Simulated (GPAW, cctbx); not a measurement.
# Sn2Bi: the scripts behind a bonding study

Short scripts, each with its output. The cell comes from substitution in a known structure type and wasn't matched to any measured phase.

**1. Build the all-electron density and subtract free atoms**

```text
cell
1.0
     0.000000000   -4.119230340    0.000000000
     4.119230340    0.000000000    0.000000000
    -2.059615170    2.059615170   11.091214180
Bi Sn
2 4
Direct
0.500000000 0.500000000 0.000000000
0.250000000 0.750000000 0.500000000
0.927504970 0.927504970 0.855009940
0.677504970 0.177504970 0.355009940
0.822495030 0.322495030 0.644990060
0.072495030 0.072495030 0.144990060
```

```python
import numpy as np
from ase.io import read
from ase.units import Bohr
from gpaw import GPAW, PW, FermiDirac
from gpaw.calculator import GPAW as OldGPAW
from gpaw.mpi import serial_comm, world
from scipy.special import erfc
from scipy.spatial import cKDTree

atoms = read("cell.vasp")
atoms.calc = GPAW(mode=PW(450), xc="PBE", kpts={"size": (6, 6, 6), "gamma": True},
                 occupations=FermiDirac(0.1), maxiter=120, symmetry={"tolerance": 1e-5}, txt="scf.txt")
atoms.get_potential_energy()
rho = atoms.calc.get_all_electron_density(gridrefinement=2)
moments = atoms.get_magnetic_moments() if atoms.calc.get_number_of_spins() == 2 else np.zeros(len(atoms))
total = atoms.get_magnetic_moment() if moments.any() else 0.0
if world.rank == 0:
    free = OldGPAW(mode=PW(450), xc="PBE", txt=None, communicator=serial_comm)
    neutral = atoms.copy()
    neutral.set_initial_magnetic_moments(None)
    free.initialize(neutral)
    free.set_positions(neutral)
    drho = rho - free.get_all_electron_density(gridrefinement=2)
    # GPAW starts from confined atoms: exchange their smooth part for that of the datasets' free atoms
    h = np.stack(np.meshgrid(*[np.fft.fftfreq(n, 1 / n) for n in drho.shape], indexing="ij"), -1)
    gabs = np.linalg.norm(h @ atoms.cell.reciprocal(), axis=-1)
    tails = np.fft.fftn(free.get_pseudo_density(gridrefinement=2))
    g, form, v0 = np.linspace(0, gabs.max(), 1500), {}, 0
    for e in set(atoms.symbols):
        idx = atoms.symbols.search(e)
        d = free.setups[idx[0]].data
        r, w = d.rgd.r_g * Bohr, d.rgd.r_g**2 * d.rgd.dr_g
        j0 = np.sinc(2 * g[:, None] * r)
        smooth = sum(f * p**2 for f, p in zip(d.f_j, d.phit_jg)) + np.sqrt(4 * np.pi) * d.nct_g
        full = sum(f * p**2 for f, p in zip(d.f_j, d.phi_jg)) + np.sqrt(4 * np.pi) * d.nc_g
        phase = sum(np.exp(-2j * np.pi * h @ s) for s in atoms.get_scaled_positions()[idx])
        tails -= np.interp(gabs, g, j0 @ (smooth * w)) * phase * drho.size / atoms.get_volume()
        form[e] = j0 @ (full * w)
        v0 += 2 * np.pi / 3 * 14.3996 * (full * w * r**2).sum() * len(idx)  # V A^3
    tails *= 0.5 * erfc((gabs - 1.8) / 0.25)  # the tails differ at long wavelengths alone
    drho += np.fft.ifftn(tails).real  # crystal minus superposed spherical free atoms
    np.save("drho.npy", drho)
    dv = atoms.get_volume() / drho.size
    print("grid", drho.shape, " electrons %.3f" % (rho.sum() * dv), " moved by bonding %.3f e" % (abs(drho).sum() * dv / 2))
    pts = np.indices(drho.shape).reshape(3, -1).T / drho.shape @ atoms.cell
    shifts = (np.indices((3, 3, 3)).reshape(3, -1).T - 1) @ atoms.cell
    images = (atoms.positions[None] + shifts[:, None]).reshape(-1, 3)
    dist, idx = cKDTree(images).query(pts, k=4)
    out = drho.ravel()[dist[:, 0] > 0.5]
    print("deformation density beyond 0.5 A of the nuclei: max %.3f, min %.3f e/A^3" % (out.max(), out.min()))
    tie = dist < dist[:, :1] + 1e-4
    q = -np.bincount((idx % len(atoms))[tie], (drho.ravel()[:, None] / tie.sum(1, keepdims=True) * tie)[tie], len(atoms)) * dv
    print("atom        x       y       z   Voronoi charge  moment")
    for a, s, c, m in zip(atoms, atoms.get_scaled_positions(), q, moments):
        print("%-2s%-3d %7.4f %7.4f %7.4f %10.3f %10.2f" % (a.symbol, a.index + 1, *s, c, m))
    np.savez("free.npz", g=g, **form)
    print("mean inner potential of superposed free atoms %.3f V" % (v0 / atoms.get_volume()))
    print("total magnetic moment %.3f muB" % total)
```

```console
$ OMP_NUM_THREADS=1 mpirun -n 4 gpaw python run.py > gpaw.log
```

```text
gpts.py:43: UserWarning: Initial realspace grid (21,21,60) inconsistent with symmetries.
gpts.py:43: UserWarning: Initial realspace grid (21,21,60) inconsistent with symmetries.
gpts.py:43: UserWarning: Initial realspace grid (21,21,60) inconsistent with symmetries.
gpts.py:43: UserWarning: Initial realspace grid (21,21,60) inconsistent with symmetries.
gpts.py:70: UserWarning: Using symmetrized grid: (60,60,60).
gpts.py:70: UserWarning: Using symmetrized grid: (60,60,60).
gpts.py:70: UserWarning: Using symmetrized grid: (60,60,60).
gpts.py:70: UserWarning: Using symmetrized grid: (60,60,60).
grid (120, 120, 120)  electrons 366.000  moved by bonding 0.686 e
deformation density beyond 0.5 A of the nuclei: max 0.039, min -0.030 e/A^3
atom        x       y       z   Voronoi charge  moment
Bi1    0.5000  0.5000  0.0000      0.013       0.00
Bi2    0.2500  0.7500  0.5000      0.013       0.00
Sn3    0.9275  0.9275  0.8550     -0.007       0.00
Sn4    0.6775  0.1775  0.3550     -0.007       0.00
Sn5    0.8225  0.3225  0.6450     -0.007       0.00
Sn6    0.0725  0.0725  0.1450     -0.007       0.00
mean inner potential of superposed free atoms 17.873 V
total magnetic moment 0.000 muB
```

Time: 2.3 min on 4 cores of Arm Neoverse V2 (shared host), peak memory 2.9 GiB.

**2. Fourier-transform the difference**

```python
from cctbx import adptbx, crystal, miller, xray
from cctbx.eltbx import tiny_pse
import numpy as np

cs = crystal.symmetry(unit_cell=(4.1192, 4.1192, 22.1824, 90, 90, 90), space_group_symbol='Hall: I 4bw 2bw -1bw')  # I4_1/amd
atoms = [  # label, site, U (iso, or U11 U22 U33 U12 U13 U23 in A^2), occupancy
    ("Bi1", (0.5, 0.5, 0), 0.0000, 1),
    ("Sn1", (0.5, 0.5, 0.4275), 0.0000, 1),
]
xs = xray.structure(crystal_symmetry=cs)
for label, site, u, occ in atoms:
    u = adptbx.u_cif_as_u_star(cs.unit_cell(), u) if isinstance(u, tuple) else u
    xs.add_scatterer(xray.scatterer(label, site=site, u=u, occupancy=occ))
xs.scattering_type_registry(table="wk1995")
drho = np.load("drho.npy")
T = np.array([[0, 1, 0], [-1, 0, 0], [1, 1, 2]])  # conventional axes in terms of the primitive ones
dF = np.fft.ifftn(drho) * 376.39274  # electrons a conventional cell, indexed by primitive hkl
ms = miller.build_set(cs, anomalous_flag=False, d_min=0.9).sort("resolution")
iam = ms.structure_factors_from_scatterers(xs, algorithm="direct").f_calc()
p1 = xs.expand_to_p1()
z = np.array([tiny_pse.table(sc.scattering_type).atomic_number() for sc in p1.scatterers()])
x = np.array(p1.sites_frac())
free = np.load("free.npz")
print("static structure factors of the conventional cell: F in electrons, V (Mott-Bethe) in volts")
print("   h  k  l      d  |F| table  |F| free   |F| DFT   change   |V| free  |V| DFT  change %")
for h, d, table in list(zip(ms.indices(), ms.d_spacings().data(), iam.data()))[:16]:
    df = dF[tuple(np.rint(np.linalg.solve(T, h)).astype(int))]
    phase = np.exp(2j * np.pi * x @ h)
    f = sum(np.interp(1 / d, free["g"], free[sc.scattering_type]) * p for sc, p in zip(p1.scatterers(), phase))
    fz = (z * phase).sum()
    c = 14.3996 * d * d / (np.pi * cs.unit_cell().volume())
    v0, v1 = abs(fz - f) * c, abs(fz - f - df) * c
    print("%4d%3d%3d %7.4f %9.3f %9.3f %9.3f %8.3f %9.3f %8.3f %8s" % (h + (d, abs(table), abs(f), abs(f + df), abs(f + df) - abs(f), v0, v1, "%.1f" % (100 * (v1 / v0 - 1)) if v0 > 0.02 else "-")))
```

```console
$ python run.py
```

```text
static structure factors of the conventional cell: F in electrons, V (Mott-Bethe) in volts
   h  k  l      d  |F| table  |F| free   |F| DFT   change   |V| free  |V| DFT  change %
   0  0  4  5.5456   223.343   223.110   223.262    0.152     3.526    3.469     -1.6
   1  0  1  4.0500    11.738    11.966    12.148    0.182     1.453    1.417     -2.5
   1  0  3  3.5985   162.480   162.335   162.443    0.108     2.376    2.359     -0.7
   1  0  5  3.0187   362.230   362.165   362.008   -0.157     6.246    6.263      0.3
   1  1  2  2.8172   492.432   492.327   492.087   -0.240     8.199    8.222      0.3
   0  0  8  2.7728     3.402     3.570     3.322   -0.248     1.400    1.423      1.7
   1  0  7  2.5117   426.836   426.749   426.127   -0.622     6.956    7.003      0.7
   1  1  6  2.2880    13.223    13.260    13.078   -0.182     1.392    1.404      0.8
   1  0  9  2.1150   314.583   314.492   314.212   -0.280     4.516    4.531      0.3
   2  0  0  2.0596   569.968   569.795   569.289   -0.506     8.379    8.405      0.3
   2  0  2  2.0250     0.000     0.000     0.277    0.277     0.000    0.014        -
   2  0  4  1.9307   188.492   188.473   188.231   -0.242     2.000    2.011      0.5
   0  0 12  1.8485   457.545   457.402   457.017   -0.385     6.176    6.192      0.3
   2  1  1  1.8358     1.730     1.665     1.609   -0.057     0.721    0.724      0.3
   1  0 11  1.8112   121.639   121.643   121.661    0.017     1.196    1.196     -0.1
   2  0  6  1.7992     0.000     0.000     0.175    0.175     0.000    0.007        -
```

Time: 0.26 s on 1 core of Arm Neoverse V2 (shared host), peak memory 0.14 GiB.

[Outputs are excerpts: Python notices, other lines and further rows are left out; steps that failed or that the build refused (PBEsol, TPSS) are not shown.]

[Logs are printed without paths, hosts, clocks, repeated set-up lines and the standing remarks that a program may print on its own settings, such as how far it seeks lower states.]
